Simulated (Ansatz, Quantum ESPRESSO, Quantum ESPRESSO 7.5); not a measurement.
**Ballistic transmission: vacuum gap of 4.0 Å between two Pt(100) faces**

Wanted: the transmission near the Fermi level and the conductance of this junction: vacuum gap of 4.0 Å between two Pt(100) faces.

Main program and level: Quantum ESPRESSO 7.5; plane-wave DFT, PBE, GBRV ultrasoft pseudopotentials (cross-check by Ansatz 0.2.0 with PAW datasets).

### Step 1. The structure

The cell holds 16 atoms: 16 Pt. Its edges and angles: a = 2.807 Å, b = 2.807 Å, c = 33.775 Å, α = 90.0°, β = 90.0°, γ = 90.0°. It derives from Pt. Regions: left lead, 8 atoms (8 Pt); right lead, 8 atoms (8 Pt). The structure is stacked along c, and the current runs across the ab planes.

### Step 2. Self-consistent run

One periodic cell holds a stretch of lead, the junction and more lead; the atoms stay as built.

scf.in

```
&control
  prefix = 'scf'
  outdir = './out'
  pseudo_dir = './pseudo'
  calculation = 'scf'
  tprnfor = .true.
/
&system
  ibrav = 0
  nat = 16
  ntyp = 1
  ecutwfc = 40
  ecutrho = 200
  occupations = 'smearing'
  smearing = 'mv'
  degauss = 0.01
/
&electrons
  conv_thr = 1e-07
  mixing_beta = 0.25
  electron_maxstep = 120
  mixing_mode = 'local-TF'
/
ATOMIC_SPECIES
  Pt  195.0840  pt_pbe_v1.4.uspp.F.UPF
CELL_PARAMETERS angstrom
  2.80721392131059 0.00000000000000 0.00000000000000
  0.00000000000000 2.80721392131059 0.00000000000000
  0.00000000000000 0.00000000000000 33.77500000000000
ATOMIC_POSITIONS crystal
  Pt  0.000000000000 0.000000000000 0.000000000000
  Pt  0.500000000000 0.500000000000 0.058771280533
  Pt  0.000000000000 0.000000000000 0.117542561066
  Pt  0.500000000000 0.500000000000 0.176313841599
  Pt  0.000000000000 0.000000000000 0.235085122132
  Pt  0.500000000000 0.500000000000 0.293856402665
  Pt  0.000000000000 0.000000000000 0.352627683198
  Pt  0.500000000000 0.500000000000 0.411398963731
  Pt  0.000000000000 0.000000000000 0.529829755736
  Pt  0.500000000000 0.500000000000 0.588601036269
  Pt  0.000000000000 0.000000000000 0.647372316802
  Pt  0.500000000000 0.500000000000 0.706143597335
  Pt  0.000000000000 0.000000000000 0.764914877868
  Pt  0.500000000000 0.500000000000 0.823686158401
  Pt  0.000000000000 0.000000000000 0.882457438934
  Pt  0.500000000000 0.500000000000 0.941228719467
K_POINTS automatic
  8 8 1 0 0 0
```

The run is started by

```console
$ OMP_NUM_THREADS=1 mpirun -n 4 pw.x -nk 4 -in scf.in > scf.out
```

Output:

```text
Program PWSCF v.7.5 starts
[citation notice left out]

     Parallel version (MPI & OpenMP), running on       4 processor cores
     Number of MPI processes:                 4
     Threads/MPI process:                     1

     MPI processes distributed on     1 nodes
[...]
Current dimensions of program PWSCF are:
     Max number of different atomic species (ntypx) = 10
     Max number of k-points (npk) =  40000
     Max angular momentum in pseudopotentials (lmaxx) =  4
     Message from routine setup:
     using ibrav=0 with symmetry is DISCOURAGED, use correct ibrav instead

     K-points division:     npool     =       4
     Subspace diagonalization in iterative solution of the eigenvalue problem:
     a serial algorithm will be used

     G-vector sticks info
     --------------------
     sticks:   dense  smooth     PW     G-vecs:    dense   smooth      PW
     Sum         437     357    113                85515    61437   11081

     Using Slab Decomposition

     bravais-lattice index     =            0
     lattice parameter (alat)  =       5.3049  a.u.
     unit-cell volume          =    1796.1515 (a.u.)^3
     number of atoms/cell      =           16
     number of atomic types    =            1
     number of electrons       =       256.00
     number of Kohn-Sham states=          154
     kinetic-energy cutoff     =      40.0000  Ry
     charge density cutoff     =     200.0000  Ry
     scf convergence threshold =      1.0E-07
     mixing beta               =       0.2500
     number of iterations used =            8  local-TF  mixing
     Exchange-correlation=  SLA  PW   PBX  PBC
                           (   1   4   3   4   0   0   0)

     celldm(1)=   5.304865  celldm(2)=   0.000000  celldm(3)=   0.000000
     celldm(4)=   0.000000  celldm(5)=   0.000000  celldm(6)=   0.000000

     crystal axes: (cart. coord. in units of alat)
               a(1) = (   1.000000   0.000000   0.000000 )
               a(2) = (   0.000000   1.000000   0.000000 )
               a(3) = (   0.000000   0.000000  12.031502 )

     reciprocal axes: (cart. coord. in units 2 pi/alat)
               b(1) = (  1.000000  0.000000  0.000000 )
               b(2) = (  0.000000  1.000000  0.000000 )
               b(3) = (  0.000000  0.000000  0.083115 )

     PseudoPot. # 1 for Pt read from file:
     ./pseudo/pt_pbe_v1.4.uspp.F.UPF
     Pseudo is Ultrasoft + core correction, Zval = 16.0
     Generated by new atomic code, or converted to UPF format
     Using radial grid of  985 points,  6 beta functions with:
                l(1) =   0
                l(2) =   0
                l(3) =   1
                l(4) =   1
                l(5) =   2
                l(6) =   2
     Q(r) pseudized with  8 coefficients,  rinner =    1.300   1.300   1.300
                                                       1.300   1.300

     atomic species   valence    mass     pseudopotential
     Pt               16.00   195.08400     Pt( 1.00)

      8 Sym. Ops. (no inversion) found

   Cartesian axes

     site n.     atom                  positions (alat units)
         1        Pt     tau(   1) = (   0.0000000   0.0000000   0.0000000  )
         2        Pt     tau(   2) = (   0.5000000   0.5000000   0.7071068  )
         3        Pt     tau(   3) = (   0.0000000   0.0000000   1.4142136  )
         4        Pt     tau(   4) = (   0.5000000   0.5000000   2.1213203  )
         5        Pt     tau(   5) = (   0.0000000   0.0000000   2.8284271  )
         6        Pt     tau(   6) = (   0.5000000   0.5000000   3.5355339  )
         7        Pt     tau(   7) = (   0.0000000   0.0000000   4.2426407  )
         8        Pt     tau(   8) = (   0.5000000   0.5000000   4.9497475  )
         9        Pt     tau(   9) = (   0.0000000   0.0000000   6.3746478  )
        10        Pt     tau(  10) = (   0.5000000   0.5000000   7.0817546  )
        11        Pt     tau(  11) = (   0.0000000   0.0000000   7.7888613  )
        12        Pt     tau(  12) = (   0.5000000   0.5000000   8.4959681  )
        13        Pt     tau(  13) = (   0.0000000   0.0000000   9.2030749  )
        14        Pt     tau(  14) = (   0.5000000   0.5000000   9.9101817  )
        15        Pt     tau(  15) = (   0.0000000   0.0000000  10.6172885  )
        16        Pt     tau(  16) = (   0.5000000   0.5000000  11.3243953  )

     number of k points=    15  Marzari-Vanderbilt smearing, width (Ry)=  0.0100
                       cart. coord. in units 2pi/alat
        k(    1) = (   0.0000000   0.0000000   0.0000000), wk =   0.0312500
        k(    2) = (   0.0000000   0.1250000   0.0000000), wk =   0.1250000
        k(    3) = (   0.0000000   0.2500000   0.0000000), wk =   0.1250000
        k(    4) = (   0.0000000   0.3750000   0.0000000), wk =   0.1250000
        k(    5) = (   0.0000000  -0.5000000   0.0000000), wk =   0.0625000
        k(    6) = (   0.1250000   0.1250000   0.0000000), wk =   0.1250000
        k(    7) = (   0.1250000   0.2500000   0.0000000), wk =   0.2500000
        k(    8) = (   0.1250000   0.3750000   0.0000000), wk =   0.2500000
        k(    9) = (   0.1250000  -0.5000000   0.0000000), wk =   0.1250000
        k(   10) = (   0.2500000   0.2500000   0.0000000), wk =   0.1250000
[...]
k(   15) = (  -0.5000000  -0.5000000   0.0000000), wk =   0.0312500

     Dense  grid:    85515 G-vectors     FFT dimensions: (  24,  24, 288)

     Smooth grid:    61437 G-vectors     FFT dimensions: (  24,  24, 270)

     Estimated max dynamical RAM per process >     284.97 MB

     Estimated total dynamical RAM >       1.05 GB

     Initial potential from superposition of free atoms

     starting charge     247.9998, renormalised to     256.0000

     negative rho (up, down):  3.100E+00 0.000E+00
     Starting wfcs are  192 randomized atomic wfcs

     total cpu time spent up to now is        5.1 secs

     per-process dynamical memory:   165.8 Mb

     Self-consistent Calculation

     iteration #  1     ecut=    40.00 Ry     beta= 0.25
     Davidson diagonalization with overlap
     ethr =  1.00E-02,  avg # of iterations =  2.3

     negative rho (up, down):  2.954E+00 0.000E+00

     total cpu time spent up to now is       18.0 secs

     total energy              =   -3373.32452824 Ry
     estimated scf accuracy    <      26.86164297 Ry

     iteration #  2     ecut=    40.00 Ry     beta= 0.25
[...]
negative rho (up, down):  2.754E+00 0.000E+00

[...]
total energy              =   -3370.78971783 Ry
     estimated scf accuracy    <      10.84143179 Ry

[...]
-32.7050 -32.7026 -32.7013 -32.6954 -32.6912 -32.6892 -32.6820 -32.6811
   -32.6717 -32.6686 -32.2593 -32.2593 -32.1483 -32.1483 -32.0753 -32.0750
    11.5443  11.6406  11.7999  12.0247  12.2847  12.5801  12.8769  13.1884
    13.4540  13.6898  13.8322  13.9070  13.9246  13.9317  14.3237  14.3678
    14.6850  14.7470  14.8587  15.0259  15.2374  15.4741  15.6796  15.7165
    15.7436  15.8398  15.9004  15.9504  15.9785  16.0658  16.0748  16.1751
    16.1930  16.3081  16.3244  16.4653  16.4686  16.5680  16.5936  16.6111
    16.6133  16.6392  16.6486  16.6593  16.6651  16.6738  16.7378  16.7533
    16.7557  16.7557  16.8385  16.9191  16.9719  17.0583  17.1429  17.3413
    17.4712  17.5242  17.5544  17.7348  17.8263  17.9069  18.0678  18.1431
    18.3202  18.4044  18.4110  18.4845  18.5308  18.5425  18.5840  18.6229
    18.6615  18.6745  18.7134  18.8688  19.0597  19.2506  19.2571  19.4610
    19.4701  19.6553  19.7030  19.8117  19.8183  19.9100  19.9226  19.9773
    19.9831  20.4148  20.8268  22.0558  22.5221  23.9795  24.3582  25.4149
    25.8293  26.0398  26.1112  26.5184  26.9311  27.6461  28.2833  28.9151
    29.7442  30.0220

          k = 0.0000 0.3750 0.0000 (  7674 PWs)   bands (ev):

   -33.0495 -33.0484 -33.0439 -33.0412 -33.0307 -33.0286 -33.0008 -32.9984
   -32.9743 -32.9692 -32.9419 -32.9413 -32.9185 -32.9042 -32.8900 -32.8705
   -32.8510 -32.8275 -32.8057 -32.7850 -32.7718 -32.7718 -32.7713 -32.7677
   -32.7539 -32.7526 -32.7479 -32.7402 -32.7388 -32.7335 -32.7286 -32.7238
   -32.7234 -32.7169 -32.7147 -32.7146 -32.7063 -32.6992 -32.6868 -32.6858
   -32.6818 -32.6818 -32.3305 -32.3305 -32.1432 -32.1432 -32.0700 -32.0699
    12.8087  12.8136  12.8553  12.8746  12.9287  12.9623  13.0090  13.1238
    13.2852  13.4744  13.6863  13.9192  14.1496  14.3593  14.5758  14.6105
    15.3829  15.3873  15.4394  15.4750  15.5505  15.6931  15.7069  15.8636
    16.0046  16.0249  16.1180  16.1723  16.2657  16.3219  16.3391  16.3501
    16.3510  16.3677  16.3838  16.4030  16.4210  16.4235  16.4258  16.4549
    16.5491  16.5513  16.6280  16.7138  16.7326  16.7365  16.8131  16.8685
    16.9538  16.9598  17.0840  17.1151  17.2033  17.2092  17.4293  17.4638
    17.4713  17.4779  17.7023  17.7225  17.7277  17.7304  17.9360  18.1660
    18.3225  18.4318  18.4351  18.7183  18.9887  19.0521  19.2557  19.2668
    19.2693  19.3693  19.4762  19.4928  19.5096  19.6315  19.6639  19.6997
    19.7415  19.7686  19.7971  19.8214  19.8251  19.8702  19.8725  19.8826
    20.1954  21.2321  21.7777  23.0040  23.3971  23.4613  23.5714  23.7964
    24.6149  24.6362  25.5369  25.5699  26.1318  26.2205  26.7689  26.9844
    27.9334  27.9976

          k = 0.0000-0.5000 0.0000 (  7650 PWs)   bands (ev):

   -33.0732 -33.0732 -33.0660 -33.0660 -33.0530 -33.0530 -33.0232 -33.0232
   -32.9945 -32.9945 -32.9687 -32.9687 -32.9470 -32.9470 -32.8513 -32.8513
   -32.8279 -32.8279 -32.8071 -32.8071 -32.7864 -32.7864 -32.7649 -32.7649
   -32.7595 -32.7595 -32.7363 -32.7363 -32.7343 -32.7343 -32.7250 -32.7250
   -32.7209 -32.7209 -32.7151 -32.7151 -32.7073 -32.7073 -32.7046 -32.7046
   -32.6818 -32.6818 -32.3593 -32.3593 -32.1410 -32.1410 -32.0679 -32.0679
    12.8979  12.8979  12.9867  12.9867  13.1357  13.1357  13.3524  13.3524
    13.6072  13.6072  13.8920  13.8920  14.1558  14.1558  14.6542  14.6542
    15.5768  15.5768  15.7740  15.7740  15.8621  15.8621  15.8718  15.8718
    15.9755  15.9755  16.0191  16.0191  16.1160  16.1160  16.1366  16.1366
    16.1828  16.1828  16.2141  16.2141  16.2896  16.2896  16.4164  16.4164
    16.4341  16.4341  16.6023  16.6023  16.7044  16.7044  16.8229  16.8229
    17.0638  17.0638  17.1772  17.1772  17.2945  17.2945  17.6452  17.6452
    17.6522  17.6522  18.3068  18.3068  18.3091  18.3091  18.5753  18.5753
    18.8426  18.8426  18.8726  18.8726  19.1706  19.1706  19.4272  19.4272
    19.6150  19.6150  19.6284  19.6284  19.7643  19.7643  19.8368  19.8368
    19.9739  19.9739  20.5946  20.5947  20.9124  20.9124  21.2768  21.2768
    21.4068  21.4068  21.5620  21.5620  21.5789  21.5789  21.6493  21.6493
    24.0562  24.0562  25.5158  25.5158  25.8265  25.8265  26.4690  26.4690
    27.0503  27.0503

          k = 0.1250 0.1250 0.0000 (  7745 PWs)   bands (ev):

   -33.0256 -33.0249 -33.0139 -32.9901 -32.9726 -32.9513 -32.9243 -32.8963
   -32.8673 -32.8541 -32.8538 -32.8400 -32.8365 -32.8208 -32.8145 -32.8130
   -32.8054 -32.8048 -32.8016 -32.7897 -32.7795 -32.7757 -32.7704 -32.7609
   -32.7507 -32.7499 -32.7416 -32.7335 -32.7301 -32.7201 -32.7188 -32.7140
   -32.7073 -32.7067 -32.7013 -32.6972 -32.6845 -32.6839 -32.6801 -32.6788
   -32.6760 -32.6732 -32.1845 -32.1845 -32.1837 -32.1837 -32.0787 -32.0784
    10.8449  10.9780  11.1980  11.5124  11.8796  12.3143  12.7520  13.2290
    13.6065  13.7105  13.7766  13.8409  13.9275  13.9533  14.0907  14.1386
    14.2218  14.3467  14.3893  14.4325  14.4956  14.6621  14.8424  15.0325
    15.2217  15.4027  15.5602  15.6822  15.7447  15.7625  15.7646  16.1699
    16.1949  16.3173  16.3932  16.5694  16.5758  16.5867  16.5890  16.6487
    16.6493  16.6521  16.6644  16.6846  16.6851  16.7295  16.7700  16.9266
    16.9334  17.1682  17.3342  17.4496  17.5933  17.6224  17.6428  17.7004
    17.7073  17.7699  17.7774  17.7805  17.8421  17.9763  18.0152  18.0326
    18.0739  18.1314  18.4622  18.4732  18.4915  18.5023  18.5176  18.5961
    18.7181  18.8715  18.8933  18.9334  19.0375  19.0458  19.1137  19.1715
    19.2814  19.3311  19.3430  19.6131  19.7104  19.8250  19.9011  20.0975
    20.2291  20.3730  20.6011  21.3924  21.7120  22.8878  23.1065  24.3326
    24.6623  27.6802  28.0918  29.2496  29.6472  30.4397  30.7431  30.7789
    31.1436  31.1716

[...]
the Fermi energy is    19.8010 ev

!    total energy              =   -3370.98084981 Ry
     estimated scf accuracy    <       0.00000009 Ry
     smearing contrib. (-TS)   =      -0.00007314 Ry
     internal energy E=F+TS    =   -3370.98077666 Ry

     The total energy is F=E-TS. E is the sum of the following terms:
     one-electron contribution =   -1518.14594001 Ry
     hartree contribution      =     968.39003133 Ry
     xc contribution           =    -909.99765301 Ry
     ewald contribution        =   -1911.22721496 Ry

     convergence has been achieved in  15 iterations

     negative rho (up, down):  2.888E+00 0.000E+00

     Forces acting on atoms (cartesian axes, Ry/au):

     atom    1 type  1   force =     0.00000000    0.00000000    0.00106928
     atom    2 type  1   force =     0.00000000    0.00000000   -0.00148539
     atom    3 type  1   force =     0.00000000    0.00000000    0.00061892
     atom    4 type  1   force =     0.00000000    0.00000000   -0.00114200
     atom    5 type  1   force =     0.00000000    0.00000000    0.00205537
     atom    6 type  1   force =     0.00000000    0.00000000    0.00138887
     atom    7 type  1   force =     0.00000000    0.00000000    0.01257622
     atom    8 type  1   force =     0.00000000    0.00000000   -0.00925486
     atom    9 type  1   force =     0.00000000    0.00000000    0.00925764
     atom   10 type  1   force =     0.00000000    0.00000000   -0.01257584
     atom   11 type  1   force =     0.00000000    0.00000000   -0.00138871
     atom   12 type  1   force =     0.00000000    0.00000000   -0.00205183
     atom   13 type  1   force =     0.00000000    0.00000000    0.00113729
     atom   14 type  1   force =     0.00000000    0.00000000   -0.00061844
     atom   15 type  1   force =     0.00000000    0.00000000    0.00147992
     atom   16 type  1   force =     0.00000000    0.00000000   -0.00106645

     Total force =     0.022583     Total SCF correction =     0.002253

[...]
=------------------------------------------------------------------------------=
   JOB DONE.
=------------------------------------------------------------------------------=
```

It took 2.9 min on 4 MPI ranks of Arm Neoverse V2, shared host; peak memory 1.3 GiB.

Numbers from this step:

- free energy: -45864.5310 eV
- Fermi energy: 19.80 eV

The program's own clock; routines nest. Time by routine:

```tsv
routine	wall time (s)	calls
PWSCF	170.5	1
electrons	163.2	1
c_bands	141.5	15
cegterg	131.9	60
h_psi	72.66	170
fftw	48.33	49186
vloc_psi	43.38	170
calbec	22.62	246
sum_band	18.53	15
add_vuspsi	14.27	170
s_psi	14.26	170
h_psi:calbec	14.25	170
init_run	5.05	1
cdiaghg	4.75	166
```

The run needed 15 iterations to bring the estimated error under 1e-07 Ry; the largest force on any atom, held or free, is 0.32 eV/Å.

[end of part 1 of 4]

[Logs are printed without paths, hosts, clocks, repeated set-up lines and the standing remarks that a program may print on its own settings, such as how far it seeks lower states.]

[Hosts, paths, dates, database ids (printed as entryN), source tags and the programs' standing remarks are cut or masked in the printed files.]

[Maps of the electrostatic potential energy from Ansatz leave out the sawtooth potential of an applied field or a dipole correction, so their vacuum need not be flat; planar profiles and work functions include it.]
